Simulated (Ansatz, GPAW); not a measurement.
# How TiMn3P (model structure) absorbs and reflects light, part 3 of 3

Aim: the dielectric function of TiMn3P (model structure), and the optical constants that follow from it. The structure is a model built here, which may or may not match a known phase. It was built so: All N replaced by P and Sn replaced by Ti in the Pm-3m structure of Mn3SnN. The cell is first relaxed with Ansatz.

GPAW 26.7.0; DFT, revPBE, plane-wave PAW (GPAW data sets), scalar-relativistic, RPA, optical limit.

So far. Step 3 (Ground state): There are states at the Fermi level within the smearing, so the occupations stay smeared and the carriers get a Drude term.

## (5) Dielectric function, RPA

Transitions between filled and empty bands, summed over the zone, give the optical response, so mesh, band count and broadening shape it.

The induced potential is part of this response.

This step: DFT, revPBE, plane-wave PAW (GPAW data sets), scalar-relativistic, RPA, optical limit (GPAW 26.7.0).

df.py

```python
from gpaw.response.df import DielectricFunction

df = DielectricFunction('full.gpw', frequencies={'type': 'nonlinear', 'domega0': 0.03, 'omega2': 8},
                        ecut=50,
                        eta=0.1,
                        nbands=59,
                        rate=0.2,
                        txt='df.txt')
for direction in ['x']:
    df.get_dielectric_function(xc='RPA', direction=direction, filename=f'df_{direction}.csv')
```

The run is started by

```bash
> OMP_NUM_THREADS=1 python df.py
```

The log of the run:

```text
Using integrator: PointIntegrator
NonLinearFrequencyDescriptor(from 0.000 to 99.342 eV, 540 points)
Nonperiodic BCs:  [False False False]
Using integrator: PointIntegrator
NonLinearFrequencyDescriptor(from 0.000 to 99.342 eV, 540 points)
Nonperiodic BCs:  [False False False]
Using integrator: PointIntegrator

Calculating chi0 body with:
    Ground state adapter containing:
    Number of spins: 2
    Number of kpoints: 512
    Number of irreducible kpoints: 35
    Number of completely occupied states: 25
    Number of partially occupied states: 38

    Linear response parametrization:
    q_c: [0.0, 0.0, 0.0]
    Number of frequency points: 540
    Planewave cutoff: 50.0
    Number of bands: 59
    Number of planewaves: 81
    Broadening (eta): 0.1

Integrating chi0 body.

Symmetries of q_c:
    Direct symmetries (Uq -> q): 48
    Indirect symmetries (TUq -> q): 0
In total 48 allowed symmetries.

35 groups of equivalent kpoints. 93.1640625% reduction.

Integral kind: spectral function

Calculating chi0 optical extensions with:
    Ground state adapter containing:
    Number of spins: 2
    Number of kpoints: 512
    Number of irreducible kpoints: 35
    Number of completely occupied states: 25
    Number of partially occupied states: 38

    Linear response parametrization:
    Number of frequency points: 540
    Planewave cutoff: 50.0
    Number of bands: 59
    Number of planewaves: 81
    Broadening (eta): 0.1
Integrating chi0 head and wings.

Symmetries of q_c:
    Direct symmetries (Uq -> q): 48
    Indirect symmetries (TUq -> q): 0
In total 48 allowed symmetries.

35 groups of equivalent kpoints. 93.1640625% reduction.

Integral kind: spectral function wings

Calculating drude chi0 with:
    Number of frequency points:540
    Plasma frequency decay rate: 0.2 eV

    Ground state adapter containing:
    Number of spins: 2
    Number of kpoints: 512
    Number of irreducible kpoints: 35
    Number of completely occupied states: 25
    Number of partially occupied states: 38

Symmetries of q_c:
    Direct symmetries (Uq -> q): 48
    Indirect symmetries (TUq -> q): 0
In total 48 allowed symmetries.

35 groups of equivalent kpoints. 93.1640625% reduction.

Integral kind: intraband
Plasma frequency:
[[2.43+0.j 0.  +0.j 0.  +0.j]
 [0.  +0.j 2.43+0.j 0.  +0.j]
 [0.  +0.j 0.  +0.j 2.43+0.j]]
```

Run time: 57 s. Hardware: 1 thread of Arm Neoverse V2, shared host; peak memory 0.5 GiB.

Sum at mesh points, not converged in k. Table of Im ε, E ∥ x by photon energy; read off at these points:

photon energy (eV), Im ε, E ∥ x and a bar:
```
     1.00       25.7 ##############################
     1.50       20.0 #######################
     2.00       16.3 ###################
     2.50       12.5 ##############
     2.94       13.1 ###############
     3.00       12.8 ##############
     3.50        8.8 ##########
     4.00        7.3 ########
     4.50        6.2 #######
     4.75        7.4 ########
     5.00        7.0 #######
     5.50        5.9 ######
     6.00        6.1 ######
     6.50        5.6 ######
     7.00        5.0 #####
     7.50        3.6 ###
     8.00        3.2 ###
     8.50        3.2 ###
     9.00        3.3 ###
     9.50        3.0 ###
    10.00        2.3 ##
    10.50        1.8 #
    11.00        1.5 #
    11.50        1.3 #
    12.00        1.8 #
    12.50        1.1 
    13.00        0.9 
    13.50        0.9 
    14.00        0.8 
    14.50        0.8
```

Values under 1 per cm are given as 1; sum at mesh points, not converged in k. Absorption coefficient, E ∥ x against photon energy:

| photon energy (eV) | absorption coefficient, E ∥ x (1/cm) |
| --- | --- |
| 1.010 | 3.3e5 |
| 1.486 | 4.3e5 |
| 1.985 | 5.4e5 |
| 2.508 | 6.3e5 |
| 3.018 | 7.7e5 |
| 3.510 | 8.0e5 |
| 3.980 | 8.1e5 |
| 4.516 | 7.6e5 |
| 4.981 | 9.4e5 |
| 5.515 | 9.4e5 |
| 6.021 | 1.1e6 |
| 6.494 | 1.2e6 |
| 6.985 | 1.4e6 |
| 7.496 | 1.3e6 |
| 8.026 | 1.2e6 |
| 8.516 | 1.2e6 |
| 9.023 | 1.4e6 |
| 9.483 | 1.5e6 |
| 10.026 | 1.5e6 |
| 10.519 | 1.4e6 |
| 11.029 | 1.4e6 |
| 11.479 | 1.2e6 |
| 12.023 | 1.5e6 |
| 12.504 | 1.4e6 |
| 13.000 | 1.2e6 |
| 13.512 | 1.3e6 |
| 14.040 | 1.1e6 |
| 14.493 | 1.1e6 |

Sum at mesh points, not converged in k. Table of Im ε, E ∥ x by photon energy; read off at these points:

| photon energy (eV) | without local fields | with local fields |
| --- | --- | --- |
| 1.0 | 25.7 | 25.7 |
| 1.5 | 20.4 | 20.0 |
| 2.0 | 16.8 | 16.3 |
| 2.5 | 12.6 | 12.5 |
| 3.0 | 12.9 | 12.8 |
| 3.5 | 8.89 | 8.80 |
| 4.0 | 7.49 | 7.34 |
| 4.5 | 6.28 | 6.19 |
| 5.0 | 6.91 | 6.97 |
| 5.5 | 5.94 | 5.89 |
| 6.0 | 6.12 | 6.08 |
| 6.5 | 5.54 | 5.58 |
| 7.0 | 4.65 | 4.98 |
| 7.5 | 3.27 | 3.60 |
| 8.0 | 2.94 | 3.18 |
| 8.5 | 3.27 | 3.20 |
| 9.0 | 3.59 | 3.33 |
| 9.5 | 3.31 | 3.05 |
| 10.0 | 2.40 | 2.29 |
| 10.5 | 1.84 | 1.84 |
| 11.0 | 1.58 | 1.53 |
| 11.5 | 1.43 | 1.33 |
| 12.0 | 1.85 | 1.76 |
| 12.5 | 1.14 | 1.13 |
| 13.0 | 0.982 | 0.929 |
| 13.5 | 1.04 | 0.940 |
| 14.0 | 0.906 | 0.763 |
| 14.5 | 0.890 | 0.780 |

The reflectivity at normal incidence, E ∥ x has structure finer than the step of the table below, so its rows give means over 0.5 eV, whole bins alone (the curve runs from 0.619 to 15.0 eV). Peaks (eV: height): 3.22: 46.8, 5.08: 37.6, 7.44: 42.1, 10.03: 42.6, 12.42: 40.9, 13.69: 36.0.

Sum at mesh points, not converged in k. Table of reflectivity at normal incidence, E ∥ x by photon energy; means over each step:

| photon energy (eV) | reflectivity at normal incidence, E ∥ x (%) |
| --- | --- |
| 1.0 | 55.3 |
| 1.5 | 50.5 |
| 2.0 | 48.1 |
| 2.5 | 45.3 |
| 3.0 | 45.4 |
| 3.5 | 43.8 |
| 4.0 | 39.2 |
| 4.5 | 33.5 |
| 5.0 | 36.5 |
| 5.5 | 33.5 |
| 6.0 | 36.1 |
| 6.5 | 37.9 |
| 7.0 | 40.9 |
| 7.5 | 40.4 |
| 8.0 | 35.9 |
| 8.5 | 30.1 |
| 9.0 | 33.9 |
| 9.5 | 38.2 |
| 10.0 | 41.5 |
| 10.5 | 41.4 |
| 11.0 | 38.8 |
| 11.5 | 31.3 |
| 12.0 | 33.5 |
| 12.5 | 39.5 |
| 13.0 | 35.5 |
| 13.5 | 34.9 |
| 14.0 | 31.7 |
| 14.5 | 28.6 |

The loss function −Im 1/ε at q → 0, E ∥ x has structure finer than the step of the table below, so its rows give means over 0.5 eV, whole bins alone (the curve runs from 0.619 to 15.0 eV). Peaks (eV: height): 11.56: 0.631.

Sum at mesh points, not converged in k. The loss function −Im 1/ε at q → 0, E ∥ x by energy loss; means over each step:

| energy loss (eV) | loss function −Im 1/ε at q → 0, E ∥ x |
| --- | --- |
| 1.0 | 0.0368 |
| 1.5 | 0.0485 |
| 2.0 | 0.0603 |
| 2.5 | 0.0772 |
| 3.0 | 0.0803 |
| 3.5 | 0.108 |
| 4.0 | 0.137 |
| 4.5 | 0.153 |
| 5.0 | 0.147 |
| 5.5 | 0.166 |
| 6.0 | 0.160 |
| 6.5 | 0.168 |
| 7.0 | 0.179 |
| 7.5 | 0.219 |
| 8.0 | 0.279 |
| 8.5 | 0.302 |
| 9.0 | 0.272 |
| 9.5 | 0.270 |
| 10.0 | 0.298 |
| 10.5 | 0.351 |
| 11.0 | 0.442 |
| 11.5 | 0.578 |
| 12.0 | 0.472 |
| 12.5 | 0.535 |
| 13.0 | 0.718 |
| 13.5 | 0.766 |
| 14.0 | 1.01 |
| 14.5 | 1.09 |

At chosen wavelengths:

| wavelength (nm) | n | k | R (%) | 1/α |
| --- | --- | --- | --- | --- |
| 1550 | 4.19 | 3.611 | 58.1 | 34 nm |
| 1064 | 3.81 | 3.088 | 53.4 | 27 nm |
| 800 | 3.44 | 2.827 | 50.3 | 23 nm |
| 532 | 2.81 | 2.652 | 47.8 | 16 nm |
| 450 | 2.65 | 2.229 | 42.1 | 16 nm |
| 365 | 2.02 | 2.388 | 45.5 | 12 nm |
| 308 | 1.83 | 1.998 | 39.0 | 12 nm |

A polished face would reflect 47 % of daylight and look light grey (CIE x = 0.320, y = 0.340 under D65).

## (6) What came out

What this shows: At this level (revPBE, RPA) TiMn3P is a metal. The mesh is too coarse to trust the carriers' weight, the reflectivity or the colour to better than tens of per cent. The cell shrank by 5.4 % in volume. A polished face would reflect 47 % of daylight and look light grey (CIE x = 0.320, y = 0.340 under D65). The carriers' damping of 0.2 eV is typed, not computed; it shapes the response at the lowest energies. The magnetic state comes from one start and need not be the lowest. In this version of GPAW the matrix elements of the optical limit are incomplete, which can lower ε − 1 by up to a tenth where first-row anions or d states rule, and shift it by more in d metals. GPAW's carrier term has the form −ωp²/(ω + i·rate)², which damps like twice the rate and fails at low energy, so the curves leave the lowest energies out. The sum runs over mesh points 0.18 Å⁻¹ apart with no interpolation, so peaks are partly noise of the mesh, and the Drude plasma energy, a sum over the Fermi surface, isn't converged.

[Machine, clock and banner lines and Python warnings are left out of the logs.]

[Logs are printed without paths, hosts, clocks, repeated set-up lines and the standing remarks that a program may print on its own settings, such as how far it seeks lower states.]

[Hosts, paths, dates, database ids (printed as entryN), source tags and the programs' standing remarks are cut or masked in the printed files.]
